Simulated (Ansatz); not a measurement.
**YSe (Fm-3m): Grüneisen parameters**

Does YSe (Fm-3m) expand much on heating, by its phonons?

Program: Ansatz 0.2.0. Level of theory: DFT PBEsol, scalar-relativistic, plane waves, PAW; PAW set soft_1. Values are calculated unless marked as measured.

## Step 1: Starting point

The structure is cubic, space group Fm-3m (No. 225). The conventional cell has a = 5.689 Å, b = 5.689 Å, c = 5.689 Å, α = 90.00°, β = 90.00°, γ = 90.00°. Nearest to Y lie 6 Se at 2.84 Å. Nearest to Se lie 6 Y at 2.84 Å. Farther neighbours, and contacts between anions beyond the nearest, are not listed.

## Step 2: Phonons on a q mesh

Stability and thermal properties need the whole zone. Linear response on a 4×4×4 q mesh gives force constants as far as a supercell of that size would.

The input, input.yaml:

```yaml
crystal:
  lattice:
    - [0.0, 2.8444702354, 2.8444702354]
    - [2.8444702354, 0.0, 2.8444702354]
    - [2.8444702354, 2.8444702354, 0.0]
  atoms:
    - { symbol: "Y", position: [0.5, 0.5, 0.5] }
    - { symbol: Se, position: [0.0, 0.0, 0.0] }
kpoints:
  mp_grid: { grid: [12, 12, 12] }
hamiltonian:
  xc: pbesol
  pseudopotentials: { kind: paw, azcp: { folder: soft_1 }, xc_functional: pbe }
scf:
  occupations: { method: methfessel_paxton, width: 0.2 }
output:
  eigenvalues: true
phonons:
  method: dfpt
  qmesh: [4, 4, 4]
  temperatures: { t_max: 1000, t_step: 50 }
  qpath:
    path:
      - [[0.0, 0.0, 0.0], [0.5, 0.0, 0.5], [0.625, 0.25, 0.625]]
      - [[0.375, 0.375, 0.75], [0.0, 0.0, 0.0], [0.5, 0.5, 0.5], [0.5, 0.25, 0.75], [0.5, 0.0, 0.5]]
    npoints: 10
```

Run with:

```bash
$ ansatz run input.yaml --threads 4 --pin off --max-ram 10240MiB --backend cpu --events-out ev --progress --plain --runs-dir out
```

What it wrote:

```text
Engine: ansatz 0.2.0, x86_64-unknown-linux-gnu
Pseudopotentials: kind: paw
Pseudopotential: Y, paw, valence charge 11, recommended cutoff 420 eV (normal), soft_1/Y.paw.azcp
Pseudopotential: Se, paw, valence charge 16, recommended cutoff 420 eV (normal), soft_1/Se.paw.azcp
Functional definition: PBEsol
  exchange = pbesol_x
  correlation = pbesol_c
Crystal: 2 atoms, lattice volume = 46.029 Å³
Basis set: ecut = 420 eV, 893 PW (Γ), exchange–correlation on 54×54×54 points (8 copies of the dense FFT grid, shifted against one another)
Bands: 18, of which v1, the nominal top of the filled ones, is band 14 counted from 1 (13 counted from 0)
Symmetry: 48 space group operations
k-points: 72 of 1728
Non-local potential: Y, projectors of the file, l = 0: 3, l = 1: 2, l = 2: 2, l = 3: 1
Non-local potential: Se, projectors of the file, l = 0: 2, l = 1: 2, l = 2: 3, l = 3: 1
PAW form: soft (Blöchl's): semilocal exchange-correlation on the pseudo side does not see the compensation charge
PAW frozen core: Y, regenerated for the run's functional, and the local potential with it (the file was generated under x = pbe(κ = 0.804, μ = 0.219515), c = pbe(β = 0.066725))
PAW frozen core: Se, regenerated for the run's functional, and the local potential with it (the file was generated under x = pbe(κ = 0.804, μ = 0.219515), c = pbe(β = 0.066725))
PAW one-centre angular grid: Y, 590 points (default); XC on 64 Gauss nodes
PAW one-centre angular grid: Se, 590 points (default); XC on 64 Gauss nodes
Initial density: superposition of atomic densities (chi_scale 0.1, normalization cell, long waves kept (reshape's long-wave potential 0.00 eV rms))
Initial wavefunctions: pseudopotential atomic-orbital guess
Functional: x = pbesol(κ = 0.804, μ = 0.123457), c = pbesol(β = 0.046)
SCF iter   1: F=—  HF=-9223.804486 eV  |F-HF|=—  |Δ(HF+E_count)|=         —  Δρ=5.22e-2  dr2=2.08e0  ethr=3.10e-3  ⟨swp⟩=5.6  Hψ=13056  notcnv=0
automatic band count: the SCF goes on with 22 bands, as 18 were too few: the levels above may hold too much charge
preconditioner: auto → Kerker (q_TF=auto, 2.496 Å⁻¹)  [metal: Δε(μ)=0.038 eV  Ē_g=10.593 eV  σ=0.200 eV  W_gap=0.16  n_scr=14 (ndim 8)  ℏωp=16.4 eV  f_vac=0.000  D(μ)=0.75/eV (n_scr^D=0)]
SCF iter   2: F=—  HF=-9223.236633 eV  |F-HF|=—  |Δ(HF+E_count)|=   5.68e-1  S|Δr|=    0.00e0  Δρ=2.65e-2  dr2=4.86e-1  ethr=3.10e-3  ⟨swp⟩=2.5  Hψ=3028  notcnv=0  defer=204
SCF iter   3: F=—  HF=-9223.042894 eV  |F-HF|=—  |Δ(HF+E_count)|=   1.94e-1  S|Δr|=    0.00e0  Δρ=6.59e-3  dr2=1.85e-2  ethr=1.80e-3  ⟨swp⟩=2.8  Hψ=2740  notcnv=0  defer=204
SCF iter   4: F=—  HF=-9223.034245 eV  |F-HF|=—  |Δ(HF+E_count)|=   8.65e-3  S|Δr|=    0.00e0  Δρ=2.49e-3  dr2=2.08e-3  ethr=6.84e-5  ⟨swp⟩=2.0  Hψ=3140  notcnv=0  defer=204
SCF iter   5: F=—  HF=-9223.034251 eV  |F-HF|=—  |Δ(HF+E_count)|=   5.91e-6  S|Δr|=    0.00e0  Δρ=5.19e-4  dr2=1.90e-4  ethr=7.71e-6  ⟨swp⟩=3.0  Hψ=2263  notcnv=0  defer=204
SCF iter   6: F=—  HF=-9223.034217 eV  |F-HF|=—  |Δ(HF+E_count)|=   3.42e-5  S|Δr|=    0.00e0  Δρ=1.39e-4  dr2=1.41e-5  ethr=7.04e-7  ⟨swp⟩=2.6  Hψ=2268  notcnv=0  defer=204
SCF iter   7: F=—  HF=-9223.034214 eV  |F-HF|=—  |Δ(HF+E_count)|=   2.68e-6  S|Δr|=    0.00e0  Δρ=1.88e-5  dr2=1.17e-7  ethr=5.23e-8  ⟨swp⟩=2.4  Hψ=2194  notcnv=0  defer=204
SCF iter   8: F=—  HF=-9223.034215 eV  |F-HF|=—  |Δ(HF+E_count)|=   3.90e-7  S|Δr|=    0.00e0  Δρ=3.59e-6  dr2=4.55e-9  ethr=4.33e-10  ⟨swp⟩=2.0  Hψ=2353  notcnv=0  defer=204
SCF iter   9: F=—  HF=-9223.034215 eV  |F-HF|=—  |Δ(HF+E_count)|=   2.18e-9  S|Δr|=    0.00e0  Δρ=4.56e-7  dr2=5.44e-11  ethr=1.68e-11  ⟨swp⟩=2.0  Hψ=2363  notcnv=0  defer=204
SCF iter  10: F=-9223.034215 eV  HF=-9223.034215 eV  |F-HF|=1.82e-12  |Δ(HF+E_count)|=  1.46e-11  S|Δr|=    0.00e0  Δρ=6.19e-8  dr2=9.86e-13  ethr=1.00e-12  ⟨swp⟩=10.4  Hψ=8309  notcnv=0
SCF 1 converged in 10 iterations: F = -9223.034215 eV  dr2 = 9.86e-13
  greatest PAW one-centre occupation: 1.000 electrons in one spin orbital (limit 2), on the Se atom at site 1 (counted from 0), in its partial waves of l = 2
phonons: the bands overlap, so this run is a metal and interpolates without the dipole-dipole term. If the crystal is really an insulator or semiconductor, its LO-TO splitting is missing
NSCF: frozen V_eff on 72 k-points
NSCF: frozen V_eff on 163 k-points
DFPT response loops at q = (0, 0, 0) (fractional): preconditioner auto → Kerker (q_TF=auto, 2.496 Å⁻¹) (partly filled bands, converged f_vac=0.000); β = 1.00, the filter's whole step (`scf.mixing.beta` (0.50) is not read by the response loops under this deck's `scf.mixing.preconditioner`; to damp them name `kerker` or `kerker_dos`, under which they read `scf.mixing.beta`, and type it under 1.00, their step now; both keys bind the ground state too); Broyden in place of MSR1
NSCF: frozen V_eff on 1872 k-points
DFPT response loops at q = (0, 0, 0.25) (fractional): mixed as the last ones told, above
NSCF: frozen V_eff on 952 k-points
DFPT response loops at q = (0, 0, -0.5) (fractional): mixed as the last ones told, above
NSCF: frozen V_eff on 1020 k-points
DFPT response loops at q = (0, 0.25, 0.25) (fractional): mixed as the last ones told, above
NSCF: frozen V_eff on 3456 k-points
DFPT response loops at q = (0, 0.25, -0.5) (fractional): mixed as the last ones told, above
NSCF: frozen V_eff on 1872 k-points
DFPT response loops at q = (0, 0.25, -0.25) (fractional): mixed as the last ones told, above
NSCF: frozen V_eff on 560 k-points
DFPT response loops at q = (0, -0.5, -0.5) (fractional): mixed as the last ones told, above
NSCF: frozen V_eff on 1020 k-points
DFPT response loops at q = (0.25, -0.5, -0.25) (fractional): mixed as the last ones told, above
SCF converged after 10 iterations
Stability not checked: this state was not tested for a lower state beside it, because cold or Methfessel-Paxton smearing, or corrected tetrahedra, fill the levels in a way that the test cannot read (fill_not_monotonic; see scf.lower_state_search)
Free energy (F): -9223.034215 eV
Harris-Foulkes:  -9223.034215 eV  (|F-HF|=1.82e-12)
Internal energy: -9223.037335 eV  (E = F + TS)
E sigma→0 (E₀):  -9223.034995 eV
Entropy (-TS):   0.003120 eV (1.560 meV/atom)
Fermi energy:    12.836878 eV
Step filling:    the computed levels leave a gap of 0.0181 eV = 0.1 smearing widths at the electron count; against every level under it full and every level over it empty, smearing changes F+E_penalty+E_count by +1.827 meV and its σ→0 estimate by +1.047 meV
--- Per-component energies (eV) ---
  E_band       = -431.824427
  E_kinetic    = 431.284769
  E_local      = -3075.072195  (includes V_loc(G=0)·N_el)
  E_nonlocal   = -325.092690
  E_hartree    = 1532.300207
  E_xc         = -264.473470
  E_vxc        = -298.855972  (∫ρ·V_xc dr)
  E_paw        = -4850.130958  (= ΣΔE_a)
  E_vpaw       = -228.688409  (= ΣTr[D̂ρ^β])
  E_aug_tail   = -0.000314  (compensation charges beyond the density's cutoff)
  E_ewald      = -2673.009909
  E_core_change = 1.157225  (= ΣΔE_core)
  E_smearing   = 0.003120  (= −TS)
  E_closure    = 0.000000  (closes the sum)
  Σ components = -9223.034215   (vs F -9223.034215, Δ=0.00e0)
--- Band table (eV; the first three rows and the last of 72) ---
  k-point 0: bands = [... 10 lower, 9.8506, 9.8506, 9.8506, 12.5982, 12.5982, 12.5982, 13.4099, 13.4099, ... 4 higher]
  k-point 1: bands = [... 10 lower, 9.3625, 9.6197, 9.6197, 12.6948, 12.7353, 12.7353, 13.7489, 13.7489, ... 4 higher]
  k-point 2: bands = [... 10 lower, 8.3985, 9.1322, 9.1322, 12.8192, 13.0802, 13.0802, 14.6129, 14.6129, ... 4 higher]
  k-point 71: bands = [... 10 lower, 7.6294, 7.7467, 7.7467, 13.6784, 13.6784, 15.2045, 15.8572, 16.1312, ... 4 higher]
--- Phonons (Γ-DFPT): 2 representative perturbations + reference (Σ response iterations 6) ---
  ASR residual: 1.993e-5 → 0.000e0 eV/Å²; symmetrization residual: 1.141e-5 eV/Å²
  ASR residual per site (eV/Å²): 1.99e-5 1.18e-5
  Γ frequencies (cm⁻¹): 0.00 0.00 0.00 213.25 213.25 213.25
--- Phonons (arbitrary-q DFPT): 8 irreducible q on the 4×4×4 mesh ---
  q = [0.0000, 0.0000, 0.0000] (star 1, of the zone-centre solve; hermiticity 3.26e-6, symmetrization 1.44e-11): 0.00 0.00 0.00 213.25 213.25 213.25
  q = [0.0000, 0.0000, 0.2500] (star 8, 2 solved perturbations on 936 of 1728 k-point pairs; hermiticity 5.10e-7, symmetrization 2.80e-12): 81.42 81.42 98.22 197.60 200.49 200.49
  q = [0.0000, 0.0000, -0.5000] (star 4, 2 solved perturbations on 476 of 1728 k-point pairs; hermiticity 2.51e-12, symmetrization 1.28e-12): 106.25 133.94 133.94 168.96 168.96 180.99
  q = [0.0000, 0.2500, 0.2500] (star 6, 4 solved perturbations in 1608 linear systems a pass and spin channel, the states on 510 of 1728 k-point pairs; hermiticity 1.78e-6, symmetrization 2.51e-13): 49.78 49.78 126.54 175.17 211.93 211.93
  q = [0.0000, 0.2500, -0.5000] (star 24, 4 solved perturbations in 5328 linear systems a pass and spin channel, the states on 1728 of 1728 k-point pairs; hermiticity 1.22e-6, symmetrization 1.31e-12): 71.05 94.24 96.98 196.12 196.67 197.68
  q = [0.0000, 0.2500, -0.2500] (star 12, 4 solved perturbations in 2892 linear systems a pass and spin channel, the states on 936 of 1728 k-point pairs; hermiticity 1.14e-6, symmetrization 1.67e-12): 62.30 118.55 126.25 170.34 176.56 207.42
  q = [0.0000, -0.5000, -0.5000] (star 3, 4 solved perturbations in 886 linear systems a pass and spin channel, the states on 280 of 1728 k-point pairs; hermiticity 2.76e-6, symmetrization 5.34e-12): 60.19 64.47 64.47 208.00 208.39 208.39
  q = [0.2500, -0.5000, -0.2500] (star 6, 4 solved perturbations in 1544 linear systems a pass and spin channel, the states on 510 of 1728 k-point pairs; hermiticity 1.74e-6, symmetrization 2.48e-12): 67.23 67.23 109.24 172.68 206.32 206.32
  sum rule: each row above includes the acoustic sum rule's correction from the zone centre's row sums; it moved no ω² by more than (0.25 cm⁻¹)²
  mesh force constants: q→R imaginary residual 5.67e-18; ASR residual 1.993e-5 → 0.000e0 eV/Å²; symmetrization residual 6.217e-15 eV/Å²
  interpolated dispersion: 62 rows × 6 modes
  density of states and harmonic sums: on the 20×20×20 q-mesh, interpolated from the force constants of a 4×4×4 supercell (no non-analytic term)
  largest difference from the sums on the solved wave vectors: F 1.28e-2 eV, S 1.68e-5 and C_V 4.01e-6 eV/K
  zero-point energy: 0.052634 eV/cell   skipped modes (ω ≤ 0): 3   left out of the sums: 6.25e-5 of the cell's modes: C_V's classical limit lies that fraction below 3 k_B per atom; for a crystal, a wire or a layer, F and S can be off by more, and a phonons.interpolated_qmesh denser along its periods is the remedy for the sampling
```

It took 5 min on 4 threads of Intel Xeon 6975P-C (Granite Rapids), shared host; peak memory 3.6 GiB.

Read from the output:

```
volume per atom                                            : 23.01 Å³
gap on the k-mesh                                          : 0 eV
sum-rule residual before enforcement                       : 1.99e-5 eV/Å²
lowest frequency on the path                               : 0 cm⁻¹
point group                                                : m-3m
highest frequency on path, mesh or solved points           : 213.2 cm⁻¹
mean frequency                                             : 141.5 cm⁻¹
Debye temperature (second moment)                          : 283 K
logarithmic mean frequency                                 : 128.4 cm⁻¹
highest optical mode at the zone centre (no LO-TO term)    : 213.2 cm⁻¹
lowest optical zone-centre mode                            : 213.2 cm⁻¹
lowest mode on the q mesh (acoustic modes at Γ apart)      : 49.78 cm⁻¹
zero-point energy per atom                                 : 26.32 meV
heat capacity at 300 K                                     : 23.87 J/(mol atoms K)
vibrational entropy at 300 K                               : 37.58 J/(mol atoms K)
edges of the widest gap between branches, on path and mesh : 133.9, 169 cm⁻¹
```

Frequencies (cm⁻¹) solved at each irreducible wavevector; negative means imaginary. Frequencies by wavevector, by row:

| q in reciprocal lattice units | star | mode 1 | mode 2 | mode 3 | mode 4 | mode 5 | mode 6 |
| --- | --- | --- | --- | --- | --- | --- | --- |
| 0 0 0 | 1 | 0 | 0 | 0 | 213.2 | 213.2 | 213.2 |
| 0 0 0.25 | 8 | 81.4 | 81.4 | 98.2 | 197.6 | 200.5 | 200.5 |
| 0 0 -0.5 | 4 | 106.2 | 133.9 | 133.9 | 169 | 169 | 181 |
| 0 0.25 0.25 | 6 | 49.8 | 49.8 | 126.5 | 175.2 | 211.9 | 211.9 |
| 0 0.25 -0.5 | 24 | 71 | 94.2 | 97 | 196.1 | 196.7 | 197.7 |
| 0 0.25 -0.25 | 12 | 62.3 | 118.5 | 126.2 | 170.3 | 176.6 | 207.4 |
| 0 -0.5 -0.5 | 3 | 60.2 | 64.5 | 64.5 | 208 | 208.4 | 208.4 |
| 0.25 -0.5 -0.25 | 6 | 67.2 | 67.2 | 109.2 | 172.7 | 206.3 | 206.3 |

Symmetry leaves 8 wavevectors to solve. The lowest mode among them, the acoustic zeros apart, lies at q = (0, 0.25, 0.25) and is real, 49.8 cm⁻¹.

## Step 3: Relaxing at another volume, volume ratio 0.97

The volume is scaled by 0.97 and held; symmetry leaves nothing to relax, so this is a single point. The modes can then be followed against volume.

input.yaml, the sections that differ from step 2:

```yaml
crystal:
  lattice:
    - [0.0, 2.8157362482, 2.8157362482]
    - [2.8157362482, 0.0, 2.8157362482]
    - [2.8157362482, 2.8157362482, 0.0]
  atoms:
    - { symbol: "Y", position: [0.5, 0.5, 0.5] }
    - { symbol: Se, position: [0.0, 0.0, 0.0] }
output:
  forces: true
  stress: true
  eigenvalues: true
# kpoints, hamiltonian, scf: as in step 2
# phonons: removed
```

What it wrote:

```text
[...]
Crystal: 2 atoms, lattice volume = 44.648 Å³
Basis set: ecut = 420 eV, 893 PW (Γ), exchange–correlation on 54×54×54 points (8 copies of the dense FFT grid, shifted against one another)
Bands: 18, of which v1, the nominal top of the filled ones, is band 14 counted from 1 (13 counted from 0)
Symmetry: 48 space group operations
[...]
k-points: 72 of 1728
[...]
k-point 0: bands = [... 10 lower, 10.3018, 10.3018, 10.3018, 13.0058, 13.0058, 13.0058, 13.8564, 13.8564, ... 4 higher]
  k-point 1: bands = [... 10 lower, 9.7997, 10.0548, 10.0548, 13.1147, 13.1488, 13.1488, 14.2150, 14.2150, ... 4 higher]
  k-point 2: bands = [... 10 lower, 8.8072, 9.5395, 9.5395, 13.2564, 13.5065, 13.5065, 15.1213, 15.1213, ... 4 higher]
  k-point 71: bands = [... 10 lower, 7.9949, 8.1422, 8.1422, 14.1396, 14.1396, 15.7581, 16.4579, 16.6984, ... 4 higher]
[key lines of the parts left out:]
SCF converged after 8 iterations
Free energy (F): -9223.022317 eV
Fermi energy:    13.265022 eV
P = ⅓ Tr σ = 2.8377 GPa (28.377 kbar)
```

Run time: 1.3 s. Hardware: 4 threads; peak memory 0.46 GiB; 4 s of CPU time.

Numbers from this step:

- pressure: 2.838 GPa
- volume per atom: 22.32 Å³

The run ends at a pressure of 2.84 GPa.

## Step 4: Phonons at the other volume, volume ratio 0.97

The phonons are repeated at this volume on the same meshes, so that differences come from the volume alone.

input.yaml: that of step 3 with these lines changed.

```diff
@@ -16,4 +16,11 @@
 output:
-  forces: true
-  stress: true
   eigenvalues: true
+phonons:
+  method: dfpt
+  qmesh: [4, 4, 4]
+  temperatures: { t_max: 1000, t_step: 50 }
+  qpath:
+    path:
+      - [[0.0, 0.0, 0.0], [0.5, 0.0, 0.5], [0.625, 0.25, 0.625]]
+      - [[0.375, 0.375, 0.75], [0.0, 0.0, 0.0], [0.5, 0.5, 0.5], [0.5, 0.25, 0.75], [0.5, 0.0, 0.5]]
+    npoints: 10
```

What it wrote:

```text
[...]
Crystal: 2 atoms, lattice volume = 44.648 Å³
Basis set: ecut = 420 eV, 893 PW (Γ), exchange–correlation on 54×54×54 points (8 copies of the dense FFT grid, shifted against one another)
Bands: 18, of which v1, the nominal top of the filled ones, is band 14 counted from 1 (13 counted from 0)
Symmetry: 48 space group operations
k-points: 72 of 1728
[...]
SCF iter   1: F=—  HF=-9223.786643 eV  |F-HF|=—  |Δ(HF+E_count)|=         —  Δρ=5.28e-2  dr2=2.04e0  ethr=3.10e-3  ⟨swp⟩=5.6  Hψ=13128  notcnv=0
[...]
SCF iter  10: F=-9223.022317 eV  HF=-9223.022317 eV  |F-HF|=0.00e0  |Δ(HF+E_count)|=  1.27e-11  S|Δr|=    0.00e0  Δρ=4.65e-8  dr2=7.31e-13  ethr=1.00e-12  ⟨swp⟩=10.5  Hψ=8439  notcnv=0
SCF 1 converged in 10 iterations: F = -9223.022317 eV  dr2 = 7.31e-13
[...]
NSCF: frozen V_eff on 72 k-points
[...]
SCF converged after 10 iterations
[...]
Free energy (F): -9223.022317 eV
[...]
Internal energy: -9223.025646 eV  (E = F + TS)
E sigma→0 (E₀):  -9223.023149 eV
Entropy (-TS):   0.003330 eV (1.665 meV/atom)
Fermi energy:    13.265007 eV
[...]
--- Band table (eV; the first three rows and the last of 72) ---
  k-point 0: bands = [... 10 lower, 10.3018, 10.3018, 10.3018, 13.0058, 13.0058, 13.0058, 13.8564, 13.8564, ... 4 higher]
  k-point 1: bands = [... 10 lower, 9.7997, 10.0547, 10.0547, 13.1147, 13.1487, 13.1487, 14.2149, 14.2149, ... 4 higher]
  k-point 2: bands = [... 10 lower, 8.8071, 9.5395, 9.5395, 13.2563, 13.5064, 13.5064, 15.1213, 15.1213, ... 4 higher]
  k-point 71: bands = [... 10 lower, 7.9949, 8.1422, 8.1422, 14.1396, 14.1396, 15.7581, 16.4578, 16.6984, ... 4 higher]
[...]
ASR residual: 2.088e-6 → 0.000e0 eV/Å²; symmetrization residual: 1.177e-5 eV/Å²
  ASR residual per site (eV/Å²): 2.09e-6 1.49e-6
  Γ frequencies (cm⁻¹): 0.00 0.00 0.00 225.82 225.82 225.82
--- Phonons (arbitrary-q DFPT): 8 irreducible q on the 4×4×4 mesh ---
[...]
interpolated dispersion: 62 rows × 6 modes
[...]
```

The job ended after 4.7 min (4 threads; peak memory 3.5 GiB).

Read from the output:

- sum-rule residual before enforcement: 2.09e-6 eV/Å²
- highest frequency on path, mesh or solved points: 225.8 cm⁻¹
- mean frequency: 149.9 cm⁻¹
- Debye temperature (second moment): 300 K
- logarithmic mean frequency: 135.6 cm⁻¹
- highest optical mode at the zone centre (no LO-TO term): 225.8 cm⁻¹
- lowest optical zone-centre mode: 225.8 cm⁻¹
- lowest mode on the q mesh (acoustic modes at Γ apart): 49.99 cm⁻¹
- zero-point energy per atom: 27.88 meV
- heat capacity at 300 K: 23.75 J/(mol atoms K)
- vibrational entropy at 300 K: 36.28 J/(mol atoms K)
- edges of the widest gap between branches, on path and mesh: 142.8, 177.7 cm⁻¹

Frequencies (cm⁻¹) solved at each irreducible wavevector; negative means imaginary. Frequencies by wavevector, by row:

| q in reciprocal lattice units | star | mode 1 | mode 2 | mode 3 | mode 4 | mode 5 | mode 6 |
| --- | --- | --- | --- | --- | --- | --- | --- |
| 0 0 0 | 1 | 0 | 0 | 0 | 225.8 | 225.8 | 225.8 |
| 0 0 0.25 | 8 | 86.6 | 86.6 | 103.5 | 209.4 | 211.9 | 211.9 |
| 0 0 -0.5 | 4 | 118.9 | 142.8 | 142.8 | 177.7 | 177.7 | 189.8 |
| 0 0.25 0.25 | 6 | 50 | 50 | 136.9 | 184.2 | 224.9 | 224.9 |
| 0 0.25 -0.5 | 24 | 76.8 | 98.8 | 102.1 | 208.2 | 209.1 | 209.6 |
| 0 0.25 -0.25 | 12 | 62.6 | 129.5 | 135.4 | 179.1 | 185.4 | 220.9 |
| 0 -0.5 -0.5 | 3 | 61.3 | 65.2 | 65.2 | 221.8 | 221.8 | 222.1 |
| 0.25 -0.5 -0.25 | 6 | 67.9 | 67.9 | 119.4 | 181.5 | 220.1 | 220.1 |

The highest optical mode at the zone centre (no LO-TO term) is 225.8 cm⁻¹, +12.6 cm⁻¹ against the base run.

(Part 1 of 2 ends here.)

[Long decimals in the printed logs are rounded to 6 places.]

[Logs are printed without paths, hosts, clocks, repeated set-up lines and the standing remarks that a program may print on its own settings, such as how far it seeks lower states.]

[Hosts, paths, dates, database ids (printed as entryN), source tags and the programs' standing remarks are cut or masked in the printed files.]

[Where the starting crystal was built by hand or by swapping elements, it need not be the compound's stable phase.]
